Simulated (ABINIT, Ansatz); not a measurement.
# BaTiO3 (P4mm): G0W0 on several meshes in ABINIT, part 2 of 2

Aim: the GW shift of BaTiO3 (P4mm) against the k mesh.

ABINIT 10.8.3; PBE and many-body steps on it, plane waves. Known limits of the many-body steps: not at the basis limit; no spin-orbit coupling; coarse k mesh.

So far. Step 4 (4×4×4): The gap on the mesh goes from 1.83 eV to 3.27 eV, a correction of +1.44 eV. Step 5 (Empty states on the mesh, 6×6×6 mesh, 196 bands): On this mesh the gap is 1.826 eV.

The database entry behind the starting cell differs from later determinations by our own check (c/a about 0.6 % short), so it need not match the best structure at ambient conditions.

### 7. 6×6×6

This step: G0W0 on PBE, plane waves, norm-conserving pseudopotentials.

Contents of run.abi:

```
acell 3*1.0 Angstrom
rprim 
  3.999800000000 0.000000000000 0.000000000000
  0.000000000000 3.999800000000 0.000000000000
  0.000000000000 0.000000000000 4.018000000000
ntypat 3
znucl 56 22 8
natom 5
typat 1 2 3 3 3
xred 
  0.000000000000 0.000000000000 0.000000000000
  0.500000000000 0.500000000000 0.490000000000
  0.500000000000 0.500000000000 0.019000000000
  0.500000000000 0.000000000000 0.517000000000
  0.000000000000 0.500000000000 0.517000000000
pp_dirpath "pseudos"
pseudos "Ba.upf, Ti.upf, O.upf"
ecut 38
ngkpt 6 6 6
nshiftk 1
shiftk 0 0 0
kptopt 1
chksymbreak 0
istwfk *1
occopt 1
irdwfk 1
optdriver 4
nband 188
gwcalctyp 0
ecutsigx 38
symsigma 1
nkptgw 2
kptgw 
  0.5000000000 0.5000000000 0.5000000000
  0.0000000000 0.0000000000 0.0000000000
bdgw 
  18 23
  19 23
ecuteps 6.5
irdscr 1
ppmodel 1
indata_prefix "in"
outdata_prefix "out"
tmpdata_prefix "tmp"
```

On the command line:

```
> OMP_NUM_THREADS=1 mpirun -n 16 abinit run.abi > log
```

Output:

```text
.Version 10.8.3 of ABINIT. v10.8.2 released Aug 2026.

 Symmetries : space group P4 m m (# 99); Bravais tP (primitive tetrag.)
[... echo of the input left out ...]
== DATASET  1 ==================================================================
-   mpi_nproc: 16, omp_nthreads: 1 (-1 if OMP is not activated)

--- !DatasetInfo
iteration_state: {dtset: 1, }
dimensions: {natom: 5, nkpt: 40, mband: 188, nsppol: 1, nspinor: 1, nspden: 1, mpw: 4929, }
cutoff_energies: {ecut:  38.0, pawecutdg:  -1.0, }
electrons: {nelect:   4.00000000E+01, charge:   0.00000000E+00, occopt:   1.00000000E+00, tsmear:   1.00000000E-02, }

 SIGMA: Calculation of the GW corrections

 Based on a program developped by R.W. Godby, V. Olevano, G. Onida, and L. Reining.
 Incorporated in ABINIT by V. Olevano, G.-M. Rignanese, and M. Torrent.
.Using double precision arithmetic ; gwpc =  8

[... cell and pseudopotentials left out ...]
--------------------------------------------------------------------------------

 ==== K-mesh for the wavefunctions ====
 Number of points in the irreducible wedge :    40
[... list of points left out ...]
 Together with  8 symmetry operations and time-reversal symmetry
 yields   216 points in the full Brillouin Zone.

 ==== Q-mesh for screening function ====
 Number of points in the irreducible wedge :    40
[... list of points left out ...]
 Together with  8 symmetry operations and time-reversal symmetry
 yields   216 points in the full Brillouin Zone.

 vcoul_init : cutoff-mode = AUXILIARY_FUNCTION
 q-points for optical limit:   1
     1)      0.000010    0.000020    0.000030
 setmesh: FFT mesh size selected  =    45x   45x   45
          total number of points  =        91125

 Number of electrons calculated from density =   40.0000; Expected =   40.0000
[...]
number of omega for Sigma on real axis              0
 max omega for Sigma on real axis  [eV]           0.00
 zcut for avoiding poles [eV]                     0.10

 EPSILON^-1 parameters (SCR file):
 dimension of the eps^-1 matrix on file            341
 dimension of the eps^-1 matrix used               341
 number of plane-waves for wavefunctions          4929
 number of bands                                   188
 number of q-points in IBZ                          40
 number of frequencies                               2
 number of real frequencies                          1
 number of imag frequencies                          1

 matrix elements of self-energy operator (all in [eV])

 Perturbative Calculation

--- !SelfEnergy_ee
iteration_state: {dtset: 1, }
kpoint     : [   0.500,    0.500,    0.500, ]
spin       : 1
KS_gap     :    4.212
QP_gap     :    5.982
Delta_QP_KS:    1.771
data: !SigmaeeData |
     Band     E0 <VxcDFT>   SigX SigC(E0)      Z dSigC/dE  Sig(E)    E-E0       E
       18   6.549 -19.969 -25.026   4.881   0.761  -0.314 -20.103  -0.135   6.414
       19   6.549 -19.969 -25.026   4.881   0.761  -0.314 -20.103  -0.135   6.414
       20   6.633 -19.990 -25.056   4.912   0.760  -0.315 -20.107  -0.118   6.515
[...]
--- !SelfEnergy_ee
iteration_state: {dtset: 1, }
kpoint     : [   0.000,    0.000,    0.000, ]
spin       : 1
KS_gap     :    2.106
QP_gap     :    3.557
Delta_QP_KS:    1.451
data: !SigmaeeData |
     Band     E0 <VxcDFT>   SigX SigC(E0)      Z dSigC/dE  Sig(E)    E-E0       E
[...]
22   8.671 -19.001 -11.928  -5.350   0.775  -0.291 -17.667   1.335  10.005
       23   8.671 -19.001 -11.928  -5.350   0.775  -0.291 -17.667   1.335  10.005

== END DATASET(S) ==============================================================
================================================================================

 -outvars: echo values of variables after computation  --------
           etotal      0.0000000000E+00
            nband         188
             nkpt          40
          spgroup          99
 [... the other variables as echoed above ...]

 Calculation completed.
```

It took 60 s on 16 MPI ranks of Arm Neoverse N1, shared host; peak memory 9.7 GiB.

This step gave:

```
G0W0 gap on the points computed              : 3.266 eV
starting gap on the mesh                     : 1.826 eV
k of the valence top                         : 0.5, 0.5, 0.5
k of the conduction bottom                   : 0, 0, 0
Z at the valence top                         : 0.76
Z at the conduction bottom                   : 0.776
least direct G0W0 gap on the computed points : 3.557 eV
```

Against G0W0 in ABINIT (4×4×4 mesh, 188 bands, screening to 176.9 eV, Godby-Needs plasmon pole), the gap moves by −0.004 eV.

### 8. Side by side

Times are wall times on 16 MPI ranks of Arm Neoverse N1, shared host, good to a factor of about two. A run's time includes the screening step that it read.

| run | mesh | bands | screening cutoff (eV) | DFT gap (eV) | gap on the mesh (eV) | direct (eV) | ε∞ used | time |
| --- | --- | --- | --- | --- | --- | --- | --- | --- |
| 4×4×4 | 4×4×4 | 188 | 176.9 | 1.826 | 3.270 | 3.566 | 6.18 | 6.8 min |
| 6×6×6 | 6×6×6 | 188 | 176.9 | 1.826 | 3.266 | 3.557 | 5.97 | 34 min |

### 9. Summary of results

| Property | Result |
| --- | --- |
| 4×4×4 | 3.270 eV |
| 6×6×6 | 3.266 eV |
| known limits | not at the basis limit; no spin-orbit coupling; coarse k mesh |

**Reading.** 6×6×6: −0.004 eV against 4×4×4. Bands and cutoff are finite, so the gap is not at the basis limit. The miss can reach some tenths of an eV and take either sign; the mesh is an error of its own. In the first G0W0 run levels were corrected at 2 k points alone, so a gap called «on the mesh» is the least over those, and an edge elsewhere would be missed. The 4×4×4 mesh is coarse for this cell, which bears on the long-range parts of exchange and screening. The many-body steps are scalar-relativistic: spin-orbit coupling is not in them.

[Paths, hosts, dates, memory and timing lines, banners, echoed tables and standing remarks are left out of the program output.]

[Logs are printed without paths, hosts, clocks, repeated set-up lines and the standing remarks that a program may print on its own settings, such as how far it seeks lower states.]

[Runs of the session that timed out or met a known fault of the program may be left out.]

[No measured gap is set beside runs whose start may be inverted or whose files or cutoffs have a known fault.]

[Hosts, paths, dates, database ids (printed as entryN), source tags and the programs' standing remarks are cut or masked in the printed files.]

[G0W0 gaps are taken among the corrected bands and points alone; a level outside them can change the order at an edge.]

[Where Ansatz stands beside ABINIT at settings called matched, ABINIT's density can come from a denser mesh and the files from another edition; pairs whose starting gaps differed by over 0.03 eV were left out, so agreement reads better than it is.]
